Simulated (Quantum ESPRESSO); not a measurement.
## Mn3Si: parallel and opposed starts

Aim: find out which collinear order of Mn3Si costs least.

Method: PBEsol; plane waves with GBRV 1.5 PBEsol potentials, no spin-orbit coupling, in Quantum ESPRESSO 7.5.

Report form: the programs' logs are mostly left out.

**1. Starting point**

It takes space group Fm-3m (No. 225, cubic). Conventional cell: a = 5.722 Å, b = 5.722 Å, c = 5.722 Å, α = 90.00°, β = 90.00°, γ = 90.00°. Nearest to Mn lie 8 Mn at 2.48 Å and 6 Si at 2.86 Å. Nearest to Mn lie 4 Si at 2.48 Å and 4 Mn at 2.48 Å. Nearest to Si lie 14 Mn at 2.48 to 2.86 Å. Farther neighbours are not listed.

Structure file:

```cif
data_structure
_symmetry_space_group_name_H-M 'Fm-3m'
_symmetry_Int_Tables_number 225
_cell_length_a 5.7220
_cell_length_b 5.7220
_cell_length_c 5.7220
_cell_angle_alpha 90.000
_cell_angle_beta 90.000
_cell_angle_gamma 90.000
_cell_volume 187.35
loop_
_atom_site_label
_atom_site_type_symbol
_atom_site_symmetry_multiplicity
_atom_site_Wyckoff_symbol
_atom_site_fract_x
_atom_site_fract_y
_atom_site_fract_z
_atom_site_occupancy
Mn1 Mn 4 b 0.50000 0.00000 0.00000 1
Mn2 Mn 8 c 0.25000 0.75000 0.75000 1
Si1 Si 4 a 0.00000 0.00000 0.00000 1
```

The cell comes from the Crystallography Open Database.

**2. Run 1 (ferro +++)**

The signs are those of the starting moments on the seeded atoms, the atoms that are given a moment.

Input file pw.in:

```
&CONTROL
  calculation = 'scf'
  prefix = 'pwscf'
  outdir = './tmp'
  pseudo_dir = './pseudo'
  disk_io = 'nowf'
/
&SYSTEM
  ibrav = 0
  nat = 4
  ntyp = 2
  ecutwfc = 40
  ecutrho = 280
  nbnd = 39
  occupations = 'smearing'
  smearing = 'fd'
  degauss = 0.00734986
  nspin = 2
  starting_magnetization(1) = 0.2333
  starting_magnetization(2) = 0
/
&ELECTRONS
  conv_thr = 8d-09
  electron_maxstep = 150
  mixing_beta = 0.3
/
ATOMIC_SPECIES
Mn     54.9380 mn_pbesol_v1.5.uspp.F.UPF
Si     28.0850 si_pbesol_v1.uspp.F.UPF
CELL_PARAMETERS angstrom
   0.0000000000    2.8610000000    2.8610000000
   2.8610000000    0.0000000000    2.8610000000
   2.8610000000    2.8610000000    0.0000000000
ATOMIC_POSITIONS crystal
Mn      0.5000000000    0.5000000000    0.5000000000
Mn      0.2500000000    0.2500000000    0.2500000000
Mn      0.7500000000    0.7500000000    0.7500000000
Si      0.0000000000    0.0000000000    0.0000000000
K_POINTS automatic
8 8 8 0 0 0
```

Command:

```console
OMP_NUM_THREADS=1 mpirun -n 4 pw.x -nk 4 -in pw.in > pw.out
```

Wall time 87 s (4 MPI ranks of Arm Neoverse V2, shared host); peak memory 0.38 GiB.

Spin moment in the atom's sphere by atom:

```csv
atom,spin moment in the atom's sphere (μB)
Mn1,2.56
Mn2,-0.80
Mn3,-0.80
Si4,0.04
```

This step gave:

```yaml
smearing_term_ts: 0.1024 eV
magnetization: 1.039 μB
absolute_magnetization: 4.462 μB
final_state: ferrimagnetic
```

The typed signs were not kept.

**3. Run 2 (ferri +−−)**

Input file pw.in:

```
&CONTROL
  calculation = 'scf'
  prefix = 'pwscf'
  outdir = './tmp'
  pseudo_dir = './pseudo'
  disk_io = 'nowf'
/
&SYSTEM
  ibrav = 0
  nat = 4
  ntyp = 3
  ecutwfc = 40
  ecutrho = 280
  nbnd = 35
  occupations = 'smearing'
  smearing = 'fd'
  degauss = 0.00734986
  nspin = 2
  starting_magnetization(1) = 0.2333
  starting_magnetization(2) = -0.2333
  starting_magnetization(3) = 0
/
&ELECTRONS
  conv_thr = 8d-09
  electron_maxstep = 150
  mixing_beta = 0.3
/
ATOMIC_SPECIES
Mn1    54.9380 mn_pbesol_v1.5.uspp.F.UPF
Mn2    54.9380 mn_pbesol_v1.5.uspp.F.UPF
Si     28.0850 si_pbesol_v1.uspp.F.UPF
CELL_PARAMETERS angstrom
   0.0000000000    2.8610000000    2.8610000000
   2.8610000000    0.0000000000    2.8610000000
   2.8610000000    2.8610000000    0.0000000000
ATOMIC_POSITIONS crystal
Mn1     0.5000000000    0.5000000000    0.5000000000
Mn2     0.2500000000    0.2500000000    0.2500000000
Mn2     0.7500000000    0.7500000000    0.7500000000
Si      0.0000000000    0.0000000000    0.0000000000
K_POINTS automatic
8 8 8 0 0 0
```

Elapsed: 18 s, on 4 MPI ranks; peak memory 0.38 GiB.

Spin moment in the atom's sphere by atom:

```csv
atom,spin moment in the atom's sphere (μB)
Mn1,2.56
Mn2,-0.80
Mn3,-0.80
Si4,0.04
```

Read from the output:

```
smearing term TS       : 0.1024 eV
magnetization          : 1.039 μB
absolute magnetization : 4.462 μB
final state            : ferrimagnetic
```

**4. Run 3, typed as ferri ++−**

Edit pw.in of step 3 so:

```diff
@@ -37,3 +37,3 @@
 Mn1     0.5000000000    0.5000000000    0.5000000000
-Mn2     0.2500000000    0.2500000000    0.2500000000
+Mn1     0.2500000000    0.2500000000    0.2500000000
 Mn2     0.7500000000    0.7500000000    0.7500000000
```

Run time: 24 s. Hardware: 4 MPI ranks; peak memory 0.39 GiB.

Spin moment in the atom's sphere by atom:

```csv
atom,spin moment in the atom's sphere (μB)
Mn1,2.56
Mn2,-0.80
Mn3,-0.80
Si4,0.04
```

This step gave:

| Item | Value |
| --- | --- |
| smearing term TS | 0.1024 eV |
| magnetization | 1.039 μB |
| absolute magnetization | 4.462 μB |
| final state | ferrimagnetic |

The typed signs were not kept.

**5. Run 4 (no spin polarisation)**

Input file pw.in:

```
&CONTROL
  calculation = 'scf'
  prefix = 'pwscf'
  outdir = './tmp'
  pseudo_dir = './pseudo'
  disk_io = 'nowf'
/
&SYSTEM
  ibrav = 0
  nat = 4
  ntyp = 2
  ecutwfc = 40
  ecutrho = 280
  nbnd = 33
  occupations = 'smearing'
  smearing = 'fd'
  degauss = 0.00734986
/
&ELECTRONS
  conv_thr = 8d-09
  electron_maxstep = 150
  mixing_beta = 0.3
/
ATOMIC_SPECIES
Mn     54.9380 mn_pbesol_v1.5.uspp.F.UPF
Si     28.0850 si_pbesol_v1.uspp.F.UPF
CELL_PARAMETERS angstrom
   0.0000000000    2.8610000000    2.8610000000
   2.8610000000    0.0000000000    2.8610000000
   2.8610000000    2.8610000000    0.0000000000
ATOMIC_POSITIONS crystal
Mn      0.5000000000    0.5000000000    0.5000000000
Mn      0.2500000000    0.2500000000    0.2500000000
Mn      0.7500000000    0.7500000000    0.7500000000
Si      0.0000000000    0.0000000000    0.0000000000
K_POINTS automatic
8 8 8 0 0 0
```

The job ended after 7.6 s (4 MPI ranks; peak memory 0.32 GiB).

Read from the output:

| Property | Result |
| --- | --- |
| smearing term TS | 0.2188 eV |
| final state | non-magnetic (no spin polarisation) |

**6. Energies of the orders**

An order is kept where moments of 0.15 μB or more survive with the typed signs; meshes match where a doubled cell samples the same k points as the first cell.

Ferrimagnetic means that a moment over 0.15 μB on a transition or rare-earth metal, induced ones included, opposes the net moment. Orders:

```csv
start,final state,typed order kept,energy over the lowest (meV a seeded atom),largest site moment (μB),net moment (μB a cell of the first run),mesh matched,CPU time (s)
ferro +++,ferrimagnetic,no,0,2.561,1.039,yes,346.2
ferri +--,ferrimagnetic,yes,0,2.561,1.039,yes,70.43
ferri ++-,ferrimagnetic,no,0,2.561,1.039,yes,96.3
no spin polarisation,non-magnetic,-,153.5,0,0,yes,30.13
```

**7. The lowest state again, with its states saved**

Input file pw.in:

```
&CONTROL
  calculation = 'scf'
  prefix = 'pwscf'
  outdir = './tmp'
  pseudo_dir = './pseudo'
  disk_io = 'low'
/
&SYSTEM
  ibrav = 0
  celldm(1) = 8
  nat = 4
  ntyp = 2
  ecutwfc = 40
  ecutrho = 280
  nbnd = 43
  occupations = 'smearing'
  smearing = 'fd'
  degauss = 0.00734986
  nspin = 2
  starting_magnetization(1) = 0.2333
  starting_magnetization(2) = 0
/
&ELECTRONS
  conv_thr = 8d-09
  electron_maxstep = 150
  mixing_beta = 0.3
/
ATOMIC_SPECIES
Mn     54.9380 mn_pbesol_v1.5.uspp.F.UPF
Si     28.0850 si_pbesol_v1.uspp.F.UPF
CELL_PARAMETERS alat
   0.0000000000000    0.6758133053193    0.6758133053193
   0.6758133053193    0.0000000000000    0.6758133053193
   0.6758133053193    0.6758133053193    0.0000000000000
ATOMIC_POSITIONS crystal
Mn      0.5000000000    0.5000000000    0.5000000000
Mn      0.2500000000    0.2500000000    0.2500000000
Mn      0.7500000000    0.7500000000    0.7500000000
Si      0.0000000000    0.0000000000    0.0000000000
K_POINTS automatic
8 8 8 0 0 0
```

Wall time 42 s (4 MPI ranks); peak memory 0.38 GiB; 2.8 min of CPU time.

This step gave:

```yaml
smearing_term_ts: 0.1025 eV
magnetization: 1.039 μB
absolute_magnetization: 4.461 μB
final_state: ferrimagnetic
largest_moment: 2.560 μB
```

The typed signs were not kept.

**8. Projections on atomic orbitals**

projwfc.x projects the saved states on orthogonalised atomic orbitals of the pseudopotential files.

Run time: 1.6 s. Hardware: 4 MPI ranks; peak memory 0.06 GiB; 6.4 s of CPU time.

```csv
atom,moment in the sphere (μB),Löwdin moment (μB),Löwdin charge (e)
Mn1,2.560,2.804,15.075
Mn2,-0.804,-0.920,15.426
Mn3,-0.804,-0.920,15.426
Si4,0.040,0.076,2.960
```

**9. Summary of results**

```json
{"lowest state found": "ferrimagnetic (from ferro +++, ferri +-- and ferri ++-)", "largest site moment": "2.56 μB", "state without moments": "153 meV a seeded atom higher"}
```

**Reading.** 2 starts left the typed signs, so such an energy belongs to the state reached, not the one typed. The largest moment reads 2.56 μB in the sphere and 2.80 μB by Löwdin projection; a site moment hangs on how space is shared out. This is the lowest of 4 collinear or spinless starts, no proof of the ground state. Energies are free energies at an electronic temperature of 1160 K, which lowers moments and differences where the moments are itinerant.

[Logs and program files are shortened in this print: banners, set-up blocks, solver, clock and traceback lines can be left out without a mark of their own.]

[Logs are printed without paths, hosts, clocks, repeated set-up lines and the standing remarks that a program may print on its own settings, such as how far it seeks lower states.]

[Hosts, paths, dates, database ids (printed as entryN), source tags and the programs' standing remarks are cut or masked in the printed files.]

[Where a cell is said to come from a database of computed structures, the database is the Materials Project.]
